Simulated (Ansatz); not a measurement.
# Mg3SiO (built on the sites of a database entry of Ca3SnO): a soft mode frozen in, part 2 of 2

Wanted: the energy along a soft mode of Mg3SiO (built on the sites of a database entry of Ca3SnO) and the structure at the end.

Ansatz 0.2.0; DFT PBE, scalar-relativistic, plane waves, norm-conserving pseudopotentials.

So far, highest frequency on the path or at a solved wavevector (cm⁻¹): step 2 (response at finite wavevector) 471. Also lowest frequency on the path (cm⁻¹): step 2 -58.9.

The structure was built from a prototype and need not be the compound's stable phase.

## (4) The mode frozen in, largest atomic shift 0.14 Å

The atoms are moved along the unstable eigenvector, the largest shift by 0.14 Å, with the cell fixed.

input.yaml

```yaml
crystal:
  lattice:
    - [4.2216622333, 4.2216622333, 0.0]
    - [4.2216622333, 0.0, 4.2216622333]
    - [4.2216622333, 0.0, -4.2216622333]
  atoms:
    - { symbol: Mg, position: [0.4765507177, 0.0234492823, 0.5] }
    - { symbol: Mg, position: [0.5234492823, 0.4765507177, 0.0] }
    - { symbol: Mg, position: [0.0, 0.5234492823, 0.0] }
    - { symbol: Mg, position: [0.0, -0.0234492823, 0.5] }
    - { symbol: Mg, position: [0.5234492823, 0.5, 0.5] }
    - { symbol: Mg, position: [0.4765507177, 0.0, 0.0] }
    - { symbol: Si, position: [0.0, 0.5, 0.5] }
    - { symbol: Si, position: [0.0, 0.0, 0.0] }
    - { symbol: O, position: [0.5, 0.25, 0.75] }
    - { symbol: O, position: [0.5, 0.75, 0.25] }
kpoints:
  mp_grid: { grid: [8, 8, 8] }
hamiltonian:
  xc: pbe
  pseudopotentials: { kind: nc }
scf:
  occupations: { method: methfessel_paxton, width: 0.2 }
output:
  forces: true
  stress: true
  eigenvalues: true
```

On the command line:

```sh
ansatz run input.yaml --threads 8 --pin off --max-ram 14336MiB --backend cpu --events-out ev --progress --plain --runs-dir out
```

Numbers of over 12 decimals in the logs are rounded to 6 here.

What it wrote:

```text
[...]
Crystal: 10 atoms, lattice volume = 150.481 Å³
Basis set: ecut = 1240 eV, 15009 PW (Γ), exchange–correlation on 144×144×144 points (8 copies of the dense FFT grid, shifted against one another)
Bands: 50, of which v1, the nominal top of the filled ones, is band 40 counted from 1 (39 counted from 0)
Symmetry: 12 space group operations
[...]
k-points: 65 of 512
[...]
k-point 0: bands = [... 36 lower, 5.1153, 8.0331, 8.0331, 8.0580, 9.1240, 9.1240, 10.1754, 10.2182, ... 6 higher]
  k-point 1: bands = [... 36 lower, 5.4217, 7.5836, 7.6808, 7.6808, 9.6429, 9.6429, 9.9667, 10.2726, ... 6 higher]
  k-point 2: bands = [... 36 lower, 5.9611, 6.7986, 7.1611, 7.1611, 9.6802, 10.4450, 10.4450, 10.6396, ... 6 higher]
  k-point 64: bands = [... 36 lower, 6.0466, 7.0346, 7.6364, 8.4006, 9.0959, 10.8686, 11.0268, 11.3734, ... 6 higher]
[key lines of the parts left out:]
SCF converged after 9 iterations
Free energy (F): -10861.271839 eV
Fermi energy:    8.443850 eV
P = ⅓ Tr σ = 0.1582 GPa (1.582 kbar)
```

Run time: 8.2 s. Hardware: 8 threads of AMD EPYC 9R14 (Zen 4), shared host; peak memory 2.5 GiB; 62 s of CPU time.

Numbers from this step:

```yaml
pressure: 0.1582 GPa
energy_from_the_undistorted_cell: -0.959 meV/atom
```

The energy, extrapolated to zero smearing, is -0.96 meV/atom against the undistorted cell.

The run ends at a pressure of 0.16 GPa, with forces up to 0.012 eV/Å.

## (5) Energy along the mode, all amplitudes (two of the runs are shown above)

An imaginary frequency means negative curvature, so the energy should fall and then rise again as anharmonic terms take over.

Numbers from this step:

- depth at the lowest point sampled: 0.959 meV/atom
- largest atomic shift at that point: 0.14 Å

Energy from the parent against largest atomic shift:

```
largest atomic shift (Å)  energy from the parent (meV/atom)
                   0.000                                  0
                   0.040                             -0.113
                   0.080                             -0.416
                   0.140                             -0.959
                   0.220                             -0.674
                   0.320                               5.29
```

Displacement at unit largest shift by atom:

```
atom   x (Å)   y (Å)   z (Å)   size
 Mg1   0.000  -0.707   0.707  1.000
 Mg2   0.000   0.707  -0.707  1.000
 Mg3   0.707   0.000   0.707  1.000
 Mg4  -0.707   0.000  -0.707  1.000
 Mg5   0.707   0.707   0.000  1.000
 Mg6  -0.707  -0.707   0.000  1.000
 Si7   0.000   0.000   0.000  0.000
 Si8   0.000   0.000   0.000  0.000
  O9   0.000   0.000   0.000  0.000
 O10   0.000   0.000   0.000  0.000
```

The lowest of the steps tried is at 0.14 Å, 0.959 meV/atom below the parent; the bottom of the well need not coincide with a step.

## (6) Relaxing from the distorted cell

Starting from the lowest point found, all atoms and the cell are let go, so that strain and other modes of the same symmetry can join in.

input.yaml: that of step 4 with these lines changed.

```diff
@@ -27 +27,6 @@
   eigenvalues: true
+relax:
+  adjacent_minimum: "off"
+  f_tol: 0.002
+  max_steps: 120
+  cell: { stress_tol: 0.03 }
```

What it wrote:

```text
[...]
Crystal: 10 atoms, lattice volume = 150.481 Å³
Basis set: ecut = 1240 eV, 15009 PW (Γ), exchange–correlation on 144×144×144 points (8 copies of the dense FFT grid, shifted against one another)
Bands: 50, of which v1, the nominal top of the filled ones, is band 40 counted from 1 (39 counted from 0)
Symmetry: 12 space group operations
[...]
k-points: 65 of 512
[...]
SCF iter   1: F=—  HF=-10864.953266 eV  |F-HF|=—  |Δ(HF+E_count)|=         —  Δρ=9.52e-2  dr2=1.63e1  ethr=3.10e-3  ⟨swp⟩=8.6  Hψ=14227  notcnv=0
[...]
SCF iter   9: F=-10861.271839 eV  HF=-10861.271839 eV  |F-HF|=3.22e-9  |Δ(HF+E_count)|=   3.81e-8  S|Δr|=    0.00e0  Δρ=3.86e-6  dr2=1.44e-8  ethr=1.25e-10  ⟨swp⟩=14.4  Hψ=16662  notcnv=0
SCF 1 converged in 9 iterations: F = -10861.271839 eV  dr2 = 1.44e-8
relax step   1: F+E_penalty+E_count = -10861.27183928 eV  Δ(F+E_penalty+E_count) = +0.000e0 eV  max|allowed force component| = 8.328e-3 eV/Å  Δτ_max = 0.0000 Å  P = +0.158 GPa  Ω = 150.481 Å³  (9 SCF iters, dr2 threshold 1.00e-7 eV, accepted)
Crystal: 10 atoms, lattice volume = 150.652 Å³
Basis set: ecut = 1240 eV, 14967 PW (Γ), exchange–correlation on 144×144×144 points (8 copies of the dense FFT grid, shifted against one another)
[...]
SCF iter   5: F=-10861.273100 eV  HF=-10861.273100 eV  |F-HF|=2.29e-8  |Δ(HF+E_count)|=   3.23e-7  S|Δr|=    0.00e0  Δρ=1.15e-5  dr2=5.43e-8  ethr=3.95e-10  ⟨swp⟩=5.4  Hψ=14109  notcnv=0
SCF 2 converged in 5 iterations: F = -10861.273100 eV  dr2 = 5.43e-8
relax step   2: F+E_penalty+E_count = -10861.27310015 eV  Δ(F+E_penalty+E_count) = -1.261e-3 eV  max|allowed force component| = 1.212e-2 eV/Å  Δτ_max = 0.0036 Å  P = +0.069 GPa  Ω = 150.652 Å³  energy of the carried Pulay correction = -2.990e-5 eV  (5 SCF iters, dr2 threshold 3.16e-7 eV, accepted)
Crystal: 10 atoms, lattice volume = 150.768 Å³
Basis set: ecut = 1240 eV, 14979 PW (Γ), exchange–correlation on 144×144×144 points (8 copies of the dense FFT grid, shifted against one another)
[...]
SCF iter   5: F=-10861.273490 eV  HF=-10861.273490 eV  |F-HF|=2.55e-9  |Δ(HF+E_count)|=   1.48e-8  S|Δr|=    0.00e0  Δρ=2.44e-6  dr2=8.10e-9  ethr=1.04e-10  ⟨swp⟩=5.6  Hψ=11320  notcnv=0
SCF 3 converged in 5 iterations: F = -10861.273490 eV  dr2 = 8.10e-9
relax step   3: F+E_penalty+E_count = -10861.27349040 eV  Δ(F+E_penalty+E_count) = -3.902e-4 eV  max|allowed force component| = 1.149e-2 eV/Å  Δτ_max = 0.0035 Å  P = +0.014 GPa  Ω = 150.768 Å³  energy of the carried Pulay correction = -5.027e-5 eV  (5 SCF iters, dr2 threshold 8.28e-8 eV, accepted)
[...]
relax step   4: F+E_penalty+E_count = -10861.27607022 eV  Δ(F+E_penalty+E_count) = -2.580e-3 eV  max|allowed force component| = 1.018e-3 eV/Å  Δτ_max = 0.0505 Å  P = +0.144 GPa  Ω = 150.777 Å³  energy of the carried Pulay correction = -5.176e-5 eV  (7 SCF iters, dr2 threshold 1.41e-8 eV, accepted)
[...]
relax step   5: F+E_penalty+E_count = -10861.27614878 eV  Δ(F+E_penalty+E_count) = -7.856e-5 eV  max|allowed force component| = 2.464e-4 eV/Å  Δτ_max = 0.0008 Å  P = +0.005 GPa  Ω = 151.032 Å³  energy of the carried Pulay correction = -9.633e-5 eV  (5 SCF iters, dr2 threshold 5.71e-8 eV, accepted)
[...]
SCF iter   6: F=-10861.276258 eV  HF=-10861.276258 eV  |F-HF|=1.82e-12  |Δ(HF+E_count)|=  3.09e-11  S|Δr|=    0.00e0  Δρ=1.19e-7  dr2=3.72e-12  ethr=1.00e-12  ⟨swp⟩=5.8  Hψ=13733  notcnv=0
SCF 6 converged in 6 iterations: F = -10861.276258 eV  dr2 = 3.72e-12
relax step   6: F+E_penalty+E_count = -10861.27625758 eV  Δ(F+E_penalty+E_count) = -1.088e-4 eV  max|allowed force component| = 2.536e-4 eV/Å  Δτ_max = 0.0000 Å  P = +0.007 GPa  Ω = 151.032 Å³  stress off target by 9.20e-3 GPa  SCF on the basis re-selected at this cell (its energy is not comparable with the rows above)  (6 SCF iters)
basis re-selected at this cell: Δ(F+E_penalty+E_count) = -1.088e-4 eV, ΔP = +0.002 GPa vs the last step (what re-selecting the basis moved, of the pressure what is left beyond the Pulay correction that the steps carried, after the strain that the cell walked since its last selection, with what the two solves' SCF thresholds leave and, on support functions, any second-order correction that the steps lacked; it is no m [...]
SCF converged after 6 iterations
[...]
Free energy (F): -10861.276258 eV
[...]
Internal energy: -10861.277053 eV  (E = F + TS)
E sigma→0 (E₀):  -10861.276456 eV
Entropy (-TS):   0.000796 eV (0.080 meV/atom)
Fermi energy:    8.387525 eV
[...]
--- Forces (eV/Å), atoms counted from 1 ---
  atom   1  Mg     0.00000000     0.00025361    -0.00025361
  atom   2  Mg    -0.00000000    -0.00025361     0.00025361
  atom   3  Mg    -0.00025361    -0.00000000    -0.00025361
  atom   4  Mg     0.00025361     0.00000000     0.00025361
  atom   5  Mg    -0.00025361    -0.00025361     0.00000000
  atom   6  Mg     0.00025361     0.00025361    -0.00000000
  atom   7  Si     0.00000000    -0.00000000    -0.00000000
  atom   8  Si    -0.00000000     0.00000000     0.00000000
  atom   9  O      0.00000000    -0.00000000     0.00000000
  atom  10  O      0.00000000     0.00000000     0.00000000
  max |Σ_I F_I| component: 1.14e-18 eV/Å
--- Stress (GPa, compression-positive) ---
        0.006677       0.002525       0.002525
        0.002525       0.006677      -0.002525
        0.002525      -0.002525       0.006677
  P = ⅓ Tr σ = 0.0067 GPa (0.067 kbar)
--- Band table (eV; the first three rows and the last of 65) ---
  k-point 0: bands = [... 36 lower, 5.1093, 7.9640, 7.9640, 8.0253, 9.0689, 9.0689, 10.0881, 10.1362, ... 6 higher]
  k-point 1: bands = [... 36 lower, 5.4201, 7.5410, 7.6131, 7.6131, 9.5903, 9.5903, 10.0047, 10.1914, ... 6 higher]
  k-point 2: bands = [... 36 lower, 5.9595, 6.7458, 7.0967, 7.0967, 9.7158, 10.3651, 10.3651, 10.5974, ... 6 higher]
  k-point 64: bands = [... 36 lower, 6.0331, 6.9901, 7.5861, 8.3408, 9.0313, 10.7827, 10.9343, 11.3294, ... 6 higher]
--- Relaxed structure (5 steps of the walk, 5 accepted, 1 SCFs on fresh bases) ---
  F+E_penalty+E_count = -10861.27625758 eV   max|allowed force component| = 2.536e-4 eV/Å   (the final SCF, on the basis selected at the relaxed cell)
  cell:  # Å, volume = 151.0323 Å³
    - [4.240031, 4.240031, -3.469446951953614e-18]
    - [4.240031, 0.0, 4.240031]
    - [4.213682, 0.026349, -4.213682]
  atoms:
    - { symbol: Mg, position: [0.467038, 0.032962, 0.500000] }
    - { symbol: Mg, position: [0.532962, 0.467038, 5.551115123125783e-17] }
    - { symbol: Mg, position: [-4.336808689942018e-19, 0.532962, 0.0] }
    - { symbol: Mg, position: [1.3010426069826053e-18, -0.032962, 0.500000] }
    - { symbol: Mg, position: [0.532962, 0.500000, 0.500000] }
    - { symbol: Mg, position: [0.467038, 1.6122949491706983e-19, -1.63258610321237e-19] }
    - { symbol: Si, position: [2.320870275476783e-19, 0.500000, 0.5] }
    - { symbol: Si, position: [0, 0, 0] }
    - { symbol: O, position: [0.500000, 0.250000, 0.750000] }
    - { symbol: O, position: [0.5, 0.75, 0.250000] }
```

The job ended after 49 s (8 threads; peak memory 2.5 GiB).

The steps of the relaxation:

```
step  energy less that of the first step (eV)  largest force component (eV/Å)  pressure (GPa)  volume (Å³)
   1                                   0.0000                          0.0083            0.16       150.48
   2                                  -0.0013                          0.0121            0.07       150.65
   3                                  -0.0017                          0.0115            0.01       150.77
   4                                  -0.0042                          0.0010            0.14       150.78
   5                                  -0.0043                          0.0002            0.01       151.03
  6*                                  -0.0044                          0.0003            0.01       151.03
```

Relaxation steps marked * repeat the geometry before them on a plane-wave basis chosen anew for their cell, so energy and pressure can jump there.

Forces are held to the 12 operations that the run works with; a distortion that breaks them can't arise in this run.

```
conventional cell, symmetrised  before   after  change
                         a (Å)   5.970   5.996  +0.4 %
                         b (Å)   5.970   5.996  +0.4 %
                         c (Å)  14.624  14.551  -0.5 %
              volume (Å³/atom)   15.05   15.10  +0.4 %
```

The atoms that moved most (Å, as changes of fractional coordinates times the final cell):

```
atom      dx      dy      dz  length
 Mg5   0.040   0.040   0.000   0.057
 Mg6  -0.040  -0.040   0.000   0.057
 Mg1   0.000  -0.040   0.040   0.057
 Mg4  -0.040   0.000  -0.040   0.057
 Mg2   0.000   0.040  -0.040   0.057
 Mg3   0.040   0.000   0.040   0.057
```

The relaxed structure:

```cif
data_structure
_symmetry_space_group_name_H-M 'P 1'
_symmetry_Int_Tables_number 1
_cell_length_a 5.9963
_cell_length_b 5.9963
_cell_length_c 5.9591
_cell_angle_alpha 90.000
_cell_angle_beta 59.793
_cell_angle_gamma 60.000
_cell_volume 151.03
loop_
_atom_site_label
_atom_site_type_symbol
_atom_site_fract_x
_atom_site_fract_y
_atom_site_fract_z
_atom_site_occupancy
Mg1 Mg 0.46704 0.03296 0.50000 1
Mg2 Mg 0.53296 0.46704 0.00000 1
Mg3 Mg 0.00000 0.53296 0.00000 1
Mg4 Mg 0.00000 0.96704 0.50000 1
Mg5 Mg 0.53296 0.50000 0.50000 1
Mg6 Mg 0.46704 0.00000 0.00000 1
Si7 Si 0.00000 0.50000 0.50000 1
Si8 Si 0.00000 0.00000 0.00000 1
O9 O 0.50000 0.25000 0.75000 1
O10 O 0.50000 0.75000 0.25000 1
```

Numbers from this step:

| Property | Result |
| --- | --- |
| pressure | 0.006677 GPa |
| volume per atom | 15.10 Å³ |

The distorted start has space group R-3c; the relaxation ends in R-3c.

## (7) Outcome

| Property | Result |
| --- | --- |
| unstable mode of the parent | q = (-0.5, -0.5, -0.5), 52i cm⁻¹ |
| depth at the lowest point sampled | 0.959 meV/atom |
| largest atomic shift at that point | 0.14 Å |
| space group reached (within 0.01 Å) | R-3c |
| energy gained over the parent (first relaxation, on the mesh of the frozen mode) | 1.40 meV/atom |
| volume per atom, phase reached | 15.1 Å³ |

**Reading.** Along this mode the structure falls into R-3c, 1.40 meV/atom below the parent. At the parent's cell the well is 0.959 meV/atom deep on the steps tried, with its lowest point at a shift of 0.14 Å. Relaxing atoms and cell changes the gain by +0.44 meV/atom against the lowest step (energies at zero smearing). The modes of the phase reached were not computed on this path. How so shallow a well moves with the k mesh was not tested. Of the 4 patterns followed to their end from this parent, this one ends 1.27 meV/atom above the lowest, P4/mbm. Another end point lies within 1 meV/atom; how such a difference moves with mesh and cutoff was not tested. Each path keeps the symmetry of its pattern, so a lower phase may lie along a pattern not tried. With no gap, or one that is small against the smearing, the frequencies hang on the k mesh and the smearing, most of all near Kohn anomalies. The starting cell was built on a prototype and not taken from a measurement, so the phase need not exist.

[Logs are printed without paths, hosts, clocks, repeated set-up lines and the standing remarks that a program may print on its own settings, such as how far it seeks lower states.]

[Hosts, paths, dates, database ids (printed as entryN), source tags and the programs' standing remarks are cut or masked in the printed files.]
